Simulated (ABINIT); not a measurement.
# SnSe2 (P-3m1): third-order response, part 2 of 3

Wanted: vibrational spectra of SnSe2 (P-3m1) from linear and non-linear response.

ABINIT 10.8.3; DFT LDA, scalar-relativistic, plane waves, HGH norm-conserving pseudopotentials.

So far. Step 3 (Relaxing the cell and atoms): The volume changes by -4.9 % in this run and stands -4.9 % from the first cell. Step 4 (Ground state): The cell stands at -1.1 GPa: the relaxation ran with a smoothed and higher cutoff and on another k mesh. The relaxed cell has a = 3.796, c = 5.880 Å (conventional setting).

## (6) Zone-centre response

The derivative of the wavefunctions by k comes first, since the response to a field is built on it; then the field and the displacements that symmetry doesn't supply are solved at q = 0. By the 2n+1 theorem the first-order wavefunctions also give third derivatives: Raman tensors and the non-linear susceptibility.

It reads the wavefunctions written in step 4.

Contents of dfpt_gamma.abi:

```
ndtset 3

# common to the responses
getwfk_filepath "gso_WFK"
kptopt 2
nqpt 1
qpt 0.0 0.0 0.0
asr 0
chneut 0

# d/dk
rfelfd1 2
rfdir1 1 1 1
iscf1 -3
tolwfr1 1.0d-20

# displacements, field
rfphon2 1
rfatpol2 1 3
rfdir2 1 1 1
rfelfd2 3
getddk2 1
tolvrs2 1.0d-10
prepanl2 1
prtden2 1

# third order
optdriver3 5
getden_filepath3 "gso_DEN"
get1den3 2
get1wf3 2
getddk3 1
d3e_pert1_elfd3 1
d3e_pert1_phon3 1
d3e_pert1_atpol3 1 3
d3e_pert1_dir3 1 1 1
d3e_pert2_elfd3 1
d3e_pert2_dir3 1 1 1
d3e_pert3_elfd3 1
d3e_pert3_dir3 1 1 1
usepead3 1
tolvrs3 1.0d-10

# basis, mesh and filling
ecut 20.0
ixc 7
ngkpt 6 6 4
nshiftk 1
shiftk 0.0 0.0 0.5
istwfk *1
occopt 1
nband 8
nstep 100
diemac 9.0
prtebands 0
prtgsr 0

# cell and atoms
acell 7.173590119 7.173590119 11.11094266
rprim 
    1.0 0.0 0.0
    -0.5 0.8660254038 0.0
    0.0 0.0 1.0
ntypat 2
znucl 50 34
natom 3
typat 1 2 2
xred 
    0.0 0.0 0.0
    1/3 2/3 0.2664098156
    2/3 1/3 0.7335901844
pp_dirpath "./pseudo"
pseudos "Sn.hgh, Se.hgh"
```

Launch:

```
> OMP_NUM_THREADS=1 mpirun -n 4 abinit dfpt_gamma.abi > dfpt_gamma.log
```

Numbers of over 12 decimals in the logs are rounded to 6 here.

dfpt_gamma.abo, the main output file:

```text
[banners, grids, parts of the stress and lines that vanish by symmetry left out]
- input  file    -> dfpt_gamma.abi
- output file    -> dfpt_gamma.abo
- root for input  files -> dfpt_gammai
[...]
DATASET    1 : space group P-3 m 1 (#164); Bravais hP (primitive hexag.)
[...]
nfft =       43200          nkpt =          72
[...]
DATASET    2 : space group P-3 m 1 (#164); Bravais hP (primitive hexag.)
[...]
nfft =       43200          nkpt =          72
[...]
DATASET    3 : space group P-3 m 1 (#164); Bravais hP (primitive hexag.)
[...]
mpw =        2127          nfft =       43200          nkpt =          72
[...]
== DATASET  1 ==================================================================
[...]
cutoff_energies: {ecut:  20.0, pawecutdg:  -1.0, }
[...]
Exchange-correlation functional for the present dataset will be:
  LDA: Perdew-Wang 92 LSD fit to Ceperley-Alder data - ixc=7
[...]
- 34.00000   6.00000     10605                znucl, zion, pspdat
[...]
Perturbation : derivative vs k along direction   1
[...]
-ETOT  1  -17.650892785890     -1.765E+01 4.665E-01 0.000E+00
 ETOT  2  -17.875038913767     -2.241E-01 4.946E-02 0.000E+00
 ETOT  3  -17.883886799530     -8.848E-03 1.642E-03 0.000E+00
 ETOT  4  -17.884343722818     -4.569E-04 2.518E-04 0.000E+00
 ETOT  5  -17.884373414642     -2.969E-05 9.031E-06 0.000E+00
[...]
At SCF step   20   max residual=  9.99E-21 < tolwfr=  1.00E-20 =>converged.
[...]
Perturbation : derivative vs k along direction   2
[...]
-ETOT  1  -17.655689436304     -1.766E+01 6.306E-01 0.000E+00
[...]
At SCF step   20   max residual=  9.99E-21 < tolwfr=  1.00E-20 =>converged.
[...]
Perturbation : derivative vs k along direction   3
[...]
-ETOT  1  -5.374028     -5.374E+00 1.517E-01 0.000E+00
[...]
At SCF step   21   max residual=  9.98E-21 < tolwfr=  1.00E-20 =>converged.
[...]
1        1       4.4232352569    0.0000000000
     1        2      -1.5322536395    0.0000000000
     1        3       0.0000000000    0.0000000000
     2        1      -1.5322536395    0.0000000000
     2        2       2.6539411538   -0.0000000000
     2        3       0.0000000000    0.0000000000
     3        1       0.0000000000    0.0000000000
     3        2       0.0000000000    0.0000000000
     3        3       2.5152455983    0.0000000000
[...]
== DATASET  2 ==================================================================
[...]
cutoff_energies: {ecut:  20.0, pawecutdg:  -1.0, }
[...]
Exchange-correlation functional for the present dataset will be:
  LDA: Perdew-Wang 92 LSD fit to Ceperley-Alder data - ixc=7
[...]
Perturbation : displacement of atom   1   along direction   1
[...]
-ETOT  1   4.883217     -4.592E+01 1.568E-01 4.704E+03
[...]
At SCF step   12       vres2   =  4.22E-12 < tolvrs=  1.00E-10 =>converged.
[...]
Perturbation : displacement of atom   1   along direction   3
[...]
-ETOT  1   130.83557562871     -2.694E+01 1.149E+00 5.063E+05
[...]
At SCF step   12       vres2   =  1.30E-11 < tolvrs=  1.00E-10 =>converged.
[...]
Perturbation : displacement of atom   2   along direction   1
[...]
-ETOT  1   50.220047461410     -2.350E+02 1.043E+00 7.782E+04
[...]
At SCF step   12       vres2   =  2.86E-11 < tolvrs=  1.00E-10 =>converged.
[...]
Perturbation : displacement of atom   2   along direction   3
[...]
-ETOT  1   999.57295054615      2.266E+02 4.501E+00 3.998E+06
[...]
At SCF step   14       vres2   =  2.09E-12 < tolvrs=  1.00E-10 =>converged.
[...]
Perturbation : homogeneous electric field along direction   1
[...]
-ETOT  1  -535.47105894013     -5.355E+02 4.751E+01 3.653E+04
[...]
At SCF step   15       vres2   =  6.82E-11 < tolvrs=  1.00E-10 =>converged.
[...]
Perturbation : homogeneous electric field along direction   2
[...]
-ETOT  1  -536.05281931630     -5.361E+02 6.260E+01 3.637E+04
[...]
At SCF step   15       vres2   =  4.27E-11 < tolvrs=  1.00E-10 =>converged.
[...]
Perturbation : homogeneous electric field along direction   3
[...]
-ETOT  1  -81.636835701727     -8.164E+01 3.432E+01 2.215E+05
[...]
ETOT 11  -159.55514215173     -1.214E-09 7.420E-10 1.481E-07
 ETOT 12  -159.55514215191     -1.782E-10 8.171E-11 8.703E-11
 At SCF step   12       vres2   =  8.70E-11 < tolvrs=  1.00E-10 =>converged.
[...]
Dielectric tensor, in cartesian coordinates,
[...]
1    5   1    5        15.5019626965        -0.0000000000
   1    5   2    5        -0.0000000000        -0.0000000000
   1    5   3    5        -0.0000000000        -0.0000000000
   2    5   1    5        -0.0000000000        -0.0000000000
   2    5   2    5        15.5019626970        -0.0000000000
   2    5   3    5        -0.0000000000        -0.0000000000
   3    5   1    5        -0.0000000000        -0.0000000000
   3    5   2    5        -0.0000000000        -0.0000000000
   3    5   3    5        13.6621667005        -0.0000000000
  Effective charges, in cartesian coordinates,
[...]
1    1   1    5         5.2475330146         0.0000000000
   2    1   1    5         0.0000000000         0.0000000000
   3    1   1    5         0.0000000000         0.0000000000
   1    2   1    5        -2.8391588184         0.0000000000
   2    2   1    5         0.0000000000         0.0000000000
[...]
Effective charges, in cartesian coordinates,
[...]
2    5   1    3         0.0000000000         0.0000000000
   3    5   1    3         0.0000000000         0.0000000000
   1    5   2    3         0.0000000000         0.0000000000
   2    5   2    3        -2.8391585464         0.0000000000
   3    5   2    3         0.0000000000         0.0000000000
   1    5   3    3         0.0000000000         0.0000000000
   2    5   3    3         0.0000000000         0.0000000000
   3    5   3    3        -1.3372709384         0.0000000000
  Phonon wavevector (reduced coordinates) :  0.00000  0.00000  0.00000
 Phonon energies in Hartree :
[...]
Phonon frequencies in cm-1    :
-  1.357524E+00  3.070849E+00  3.070849E+00  1.262437E+02  1.262437E+02
-  1.418093E+02  1.418093E+02  1.832457E+02  2.417661E+02
  Phonon at Gamma, with non-analyticity in the
[...]
Phonon energies in Hartree :
[...]
Phonon frequencies in cm-1    :
-  1.357524E+00  3.070849E+00  4.908751E+00  1.262437E+02  1.262437E+02
-  1.418093E+02  1.832457E+02  1.973885E+02  2.417661E+02
  Phonon at Gamma, with non-analyticity in the
[...]
Phonon energies in Hartree :
[...]
Phonon frequencies in cm-1    :
-  1.357524E+00  3.070849E+00  4.908751E+00  1.262437E+02  1.262437E+02
-  1.418093E+02  1.832457E+02  1.973885E+02  2.417661E+02
  Phonon at Gamma, with non-analyticity in the
[...]
Phonon energies in Hartree :
[...]
Phonon frequencies in cm-1    :
-  1.361258E+00  3.070849E+00  3.070849E+00  1.262437E+02  1.262437E+02
-  1.418093E+02  1.418093E+02  1.832457E+02  2.522185E+02
[...]
== DATASET  3 ==================================================================
[...]
cutoff_energies: {ecut:  20.0, pawecutdg:  -1.0, }
[...]
Exchange-correlation functional for the present dataset will be:
  LDA: Perdew-Wang 92 LSD fit to Ceperley-Alder data - ixc=7
[...]
j1 : displacement of atom   2 along direction   1
[...]
j1 : displacement of atom   2 along direction   3
[...]
j1 : displacement of atom   2 along direction   3
[...]
j2 : displacement of atom   2 along direction   1
[...]
j2 : displacement of atom   2 along direction   3
[...]
j2 : displacement of atom   2 along direction   1
[...]
j2 : displacement of atom   2 along direction   3
[...]
j2 : displacement of atom   2 along direction   1
[...]
j2 : displacement of atom   2 along direction   3
[...]
j2 : displacement of atom   2 along direction   3
[...]
1          1       -0.000000000       -0.000000000       -0.000000000
[...]
1          2       -0.000000000       -0.000000000       -0.000000000
[...]
1          3       -0.000000000       -0.000000000       -0.000000000
[...]
2          1       -0.000000001       -0.104107660        0.112274148
[...]
2          2       -0.104107662        0.000000000       -0.000000000
[...]
2          3        0.567802373       -0.000000000       -0.000000000
[...]
3          1       -0.000000000        0.104107662       -0.112274148
[...]
3          2        0.104107660        0.000000001       -0.000000000
[...]
3          3       -0.567802373        0.000000000       -0.000000002
[...]
strten2     0.0000000000E+00  0.0000000000E+00  0.0000000000E+00
           strten3     0.0000000000E+00  0.0000000000E+00  0.0000000000E+00
================================================================================
```

It took 2.4 min on 4 MPI ranks of Arm Neoverse V1, shared host; 9.8 min of CPU time.

This step gave:

| Property | Result |
| --- | --- |
| miss of the charge sum rule | 0.4308 e |
| largest acoustic frequency at the zone centre before the sum rule | 3.07 cm⁻¹ |
| highest optical zone-centre mode (no LO-TO term) | 241.8 cm⁻¹ |
| lowest optical zone-centre mode | 126.2 cm⁻¹ |
| mean high-frequency dielectric constant | 14.89 |
| largest Born charge in size (third of the trace) | 4.387 e |

Born charge (rows field, columns displacement), before the sum rule (e), principal values of the symmetric part by kind of site:

```tsv
atom	atoms with these values	low	middle	high	mean
Sn1	1	2.67	5.25	5.25	4.39
Se2	2	-2.84	-2.84	-1.34	-2.34
```

In full for Se2:

```
-2.84  0.00  0.00
 0.00 -2.84  0.00
 0.00  0.00 -1.34
```

High-frequency dielectric tensor:

```
15.50  0.00  0.00
 0.00 15.50  0.00
 0.00  0.00 13.66
```

The acoustic modes at Γ come out as far as 3.1 cm⁻¹ from zero, where they should vanish, a small numerical error; the Born charges miss their sum rule by 0.43 e, too much: mesh or cutoff is short for the field response.

## (7) Modes with the sum rule

anaddb reads the merged derivatives, imposes the acoustic sum rule and charge neutrality, and adds the LO-TO term along chosen directions.

Contents of anaddb.abi:

```
ddb_filepath "gamma_DDB"
output_file "anaddb.abo"
outdata_prefix "anaddb"
asr 1
chneut 1
enunit 2
eivec 1
nph1l 1
qph1l 0.0 0.0 0.0 1.0
dieflag 1
nph2l 3
qph2l 
    1.0 0.0 0.0 0.0
    0.0 0.0 1.0 0.0
    1.0 1.0 1.0 0.0
nlflag 1
ramansr 1
alphon 1
prtmbm 1
```

Contents of mrgddb.in:

```
gamma_DDB
merged
3
dfpt_gammao_DS2_DDB
dfpt_gammao_DS3_DDB
gso_DDB
```

Launch:

```
> mrgddb < mrgddb.in > mrgddb.log
> OMP_NUM_THREADS=1 anaddb anaddb.abi > anaddb.log
```

anaddb.abo, the main output file:

```text
[banners, grids, parts of the stress and lines that vanish by symmetry left out]
-outvars_anaddb: echo values of input variables ----------------------

 Flags :
[...]
Dielectric Tensor and Effective Charges
[...]
Effective charge tensors after
[...]
1          1        0.000000000       -0.000000000       -0.000000000
[...]
1          2        0.000000000       -0.000000000       -0.000000000
[...]
1          3       -0.000000000        0.000000000        0.000000001
[...]
2          1       -0.000000000       -0.104107661        0.112274148
[...]
2          2       -0.104107661        0.000000000       -0.000000000
[...]
2          3        0.567802373       -0.000000000        0.000000001
[...]
3          1        0.000000000        0.104107661       -0.112274148
[...]
3          2        0.104107661        0.000000000       -0.000000000
[...]
3          3       -0.567802373        0.000000000       -0.000000002
[...]
Phonon wavevector (reduced coordinates) :  0.00000  0.00000  0.00000
 Phonon energies in Hartree :
[...]
Phonon energies in meV     :
-  0.000000E+00  0.000000E+00  0.000000E+00  1.564411E+01  1.564411E+01
-  1.757901E+01  1.757901E+01  2.271850E+01  2.997482E+01
 Phonon frequencies in cm-1    :
-  0.000000E+00  0.000000E+00  0.000000E+00  1.261782E+02  1.261782E+02
-  1.417843E+02  1.417843E+02  1.832371E+02  2.417632E+02
 Phonon frequencies in Thz     :
-  0.000000E+00  0.000000E+00  0.000000E+00  3.782728E+00  3.782728E+00
-  4.250585E+00  4.250585E+00  5.493309E+00  7.247880E+00
 Phonon energies in Kelvin  :
-  0.000000E+00  0.000000E+00  0.000000E+00  1.815423E+02  1.815423E+02
-  2.039959E+02  2.039959E+02  2.636373E+02  3.478434E+02
[...]
-  1  0.00000000E+00  0.00000000E+00 -1.40821934E-03
-     0.00000000E+00  0.00000000E+00  0.00000000E+00
-  2  0.00000000E+00  0.00000000E+00 -1.40821938E-03
-     0.00000000E+00  0.00000000E+00  0.00000000E+00
-  3  0.00000000E+00  0.00000000E+00 -1.40821938E-03
-     0.00000000E+00  0.00000000E+00  0.00000000E+00
[...]
-  1  0.00000000E+00 -1.40821928E-03  0.00000000E+00
-     0.00000000E+00  0.00000000E+00  0.00000000E+00
-  2  0.00000000E+00 -1.40821942E-03  0.00000000E+00
-     0.00000000E+00  0.00000000E+00  0.00000000E+00
-  3  0.00000000E+00 -1.40821942E-03  0.00000000E+00
-     0.00000000E+00  0.00000000E+00  0.00000000E+00
[...]
-  1  1.40821928E-03  0.00000000E+00  0.00000000E+00
-     0.00000000E+00  0.00000000E+00  0.00000000E+00
-  2  1.40821942E-03  0.00000000E+00  0.00000000E+00
-     0.00000000E+00  0.00000000E+00  0.00000000E+00
-  3  1.40821942E-03  0.00000000E+00  0.00000000E+00
-     0.00000000E+00  0.00000000E+00  0.00000000E+00
[...]
-  1  0.00000000E+00  0.00000000E+00  0.00000000E+00
-     0.00000000E+00  0.00000000E+00  0.00000000E+00
[...]
-     0.00000000E+00  0.00000000E+00  0.00000000E+00
[...]
-     0.00000000E+00  0.00000000E+00  0.00000000E+00
[...]
-     0.00000000E+00  0.00000000E+00  0.00000000E+00
[...]
-     0.00000000E+00  0.00000000E+00  0.00000000E+00
[...]
-     1         -0.000000     0.000000     0.000000     0.000000
-     2         -0.000000     0.000000    -0.000000     0.000000
-     3         -0.000000     0.000000     0.000000     0.000000
-     4          0.000000     0.000000    -0.000000     0.000000
-     5         -0.000000    -0.000000    -0.000000     0.000000
-     6          6.470506     0.000000    -0.000000     6.470506
-     7         -0.000000     6.470506    -0.000000     6.470506
[...]
-   1     Real    0.0000E+00  0.0000E+00  0.0000E+00  0.0000E+00  0.0000E+00  0.0000E+00  0.0000E+00
[...]
-   2     Real    0.0000E+00  0.0000E+00  0.0000E+00  0.0000E+00  0.0000E+00  0.0000E+00  0.0000E+00
[...]
-   3     Real    0.0000E+00  0.0000E+00  0.0000E+00  0.0000E+00  0.0000E+00  0.0000E+00  0.0000E+00
[...]
-   4     Real    0.0000E+00  0.0000E+00  0.0000E+00  0.0000E+00  0.0000E+00  0.0000E+00  0.0000E+00
[...]
-   5     Real    0.0000E+00  0.0000E+00  0.0000E+00  0.0000E+00  0.0000E+00  0.0000E+00  0.0000E+00
[...]
-   6     Real    2.3527E-04  0.0000E+00  0.0000E+00  0.0000E+00  0.0000E+00  0.0000E+00  2.3527E-04
[...]
-   7     Real    0.0000E+00  2.3527E-04  0.0000E+00  0.0000E+00  0.0000E+00  0.0000E+00  2.3527E-04
[...]
Phonon at Gamma, with non-analyticity in the
[...]
Phonon energies in Hartree :
[...]
Phonon energies in meV     :
-  0.000000E+00  0.000000E+00  0.000000E+00  1.564411E+01  1.564411E+01
[...]
Phonon frequencies in cm-1    :
-  0.000000E+00  0.000000E+00  0.000000E+00  1.261782E+02  1.261782E+02
[...]
Phonon frequencies in Thz     :
-  0.000000E+00  0.000000E+00  0.000000E+00  3.782728E+00  3.782728E+00
[...]
Phonon energies in Kelvin  :
-  0.000000E+00  0.000000E+00  0.000000E+00  1.815423E+02  1.815423E+02
[...]
Phonon at Gamma, with non-analyticity in the
[...]
Phonon energies in Hartree :
[...]
Phonon energies in meV     :
-  0.000000E+00  0.000000E+00  0.000000E+00  1.564411E+01  1.564411E+01
[...]
Phonon frequencies in cm-1    :
-  0.000000E+00  0.000000E+00  0.000000E+00  1.261782E+02  1.261782E+02
[...]
Phonon frequencies in Thz     :
-  0.000000E+00  0.000000E+00  0.000000E+00  3.782728E+00  3.782728E+00
[...]
Phonon energies in Kelvin  :
-  0.000000E+00  0.000000E+00  0.000000E+00  1.815423E+02  1.815423E+02
[...]
-  2 -1.22094295E-03  0.00000000E+00  0.00000000E+00
[...]
-  3 -1.22094295E-03  0.00000000E+00  0.00000000E+00
[...]
-         0.000000000      -0.000000000      -0.000000000
-        -0.000000000      -0.000000000      -0.000000000
[...]
-         0.000000000       0.000000000      -0.000000000
-         0.000000000      -0.000000000      -0.000000000
-        -0.000000000      -0.000000000       0.000000000
[...]
-        -0.000000000       0.000000000       0.000000000
[...]
Phonon at Gamma, with non-analyticity in the
[...]
Phonon energies in Hartree :
[...]
Phonon energies in meV     :
-  0.000000E+00  0.000000E+00  0.000000E+00  1.564411E+01  1.564411E+01
-  1.757901E+01  2.226512E+01  2.271850E+01  3.056144E+01
 Phonon frequencies in cm-1    :
-  0.000000E+00  0.000000E+00  0.000000E+00  1.261782E+02  1.261782E+02
-  1.417843E+02  1.795803E+02  1.832371E+02  2.464946E+02
 Phonon frequencies in Thz     :
-  0.000000E+00  0.000000E+00  0.000000E+00  3.782728E+00  3.782728E+00
-  4.250585E+00  5.383682E+00  5.493309E+00  7.389723E+00
 Phonon energies in Kelvin  :
-  0.000000E+00  0.000000E+00  0.000000E+00  1.815423E+02  1.815423E+02
-  2.039959E+02  2.583760E+02  2.636373E+02  3.546508E+02
[...]
-  2  1.86380890E-03  0.00000000E+00  0.00000000E+00
[...]
-  3 -1.86380890E-03  0.00000000E+00  0.00000000E+00
[...]
-        -0.008635578      -0.000000042      -0.000000045
-         0.009312976      -0.000000045       0.000000000
[...]
Direction                     Dielectric constant
[...]
0.00000   0.00000   1.00000     14.86835658
   1.00000   1.00000   1.00000     24.82861295
-
```

Wall time 0.69 s (1 thread).

Numbers from this step:

- mean static dielectric constant: 24.83
- highest mode moved by the LO-TO term: 252.2 cm⁻¹

No LO-TO term; unit eigenvectors of the mass-weighted matrix, from anaddb's displacements. The modes at Γ (shares of kinetic energy by element, %):

```tsv
mode	frequency (cm⁻¹)	Sn %	Se %
1	0.0	43	57
2	0.0	43	57
3	0.0	43	57
4	126.2	0	100
5	126.2	0	100
6	141.8	57	43
7	141.8	57	43
8	183.2	0	100
9	241.8	57	43
```

Displacements in mode 4 (126.2 cm⁻¹), the largest set to 1:
```
Sn1  0.00  0.00  0.00
Se2  0.00 -1.00  0.00
Se3  0.00  1.00  0.00
```

Displacements in mode 8 (183.2 cm⁻¹), the largest set to 1:
```
Sn1  0.00  0.00  0.00
Se2  0.00  0.00  1.00
Se3  0.00  0.00 -1.00
```

From anaddb's Raman susceptibilities, degenerate modes summed; transverse modes, the longitudinal lines of polar modes are not listed. Lines of the Raman spectrum (strongest = 100):

```tsv
position (cm⁻¹)	lines merged	Raman activity (Å⁴/amu), powder, relative
126	2	4.9
142	2	0.0
183	1	100
242	1	0.0
```

Static dielectric tensor (ions relaxed, fixed cell):

```
29.81  0.00  0.00
 0.00 29.81  0.00
 0.00  0.00 14.87
```

Before neutrality was imposed the Born charges missed it by 0.43 e, so ε₀, the LO modes and the intensities above are not converged in mesh or cutoff.

(Part 2 of 3 ends here.)

[Host names and launcher messages were left out of these logs when they were recorded.]

[Logs are printed without paths, hosts, clocks, repeated set-up lines and the standing remarks that a program may print on its own settings, such as how far it seeks lower states.]

[Hosts, paths, dates, database ids (printed as entryN), source tags and the programs' standing remarks are cut or masked in the printed files.]
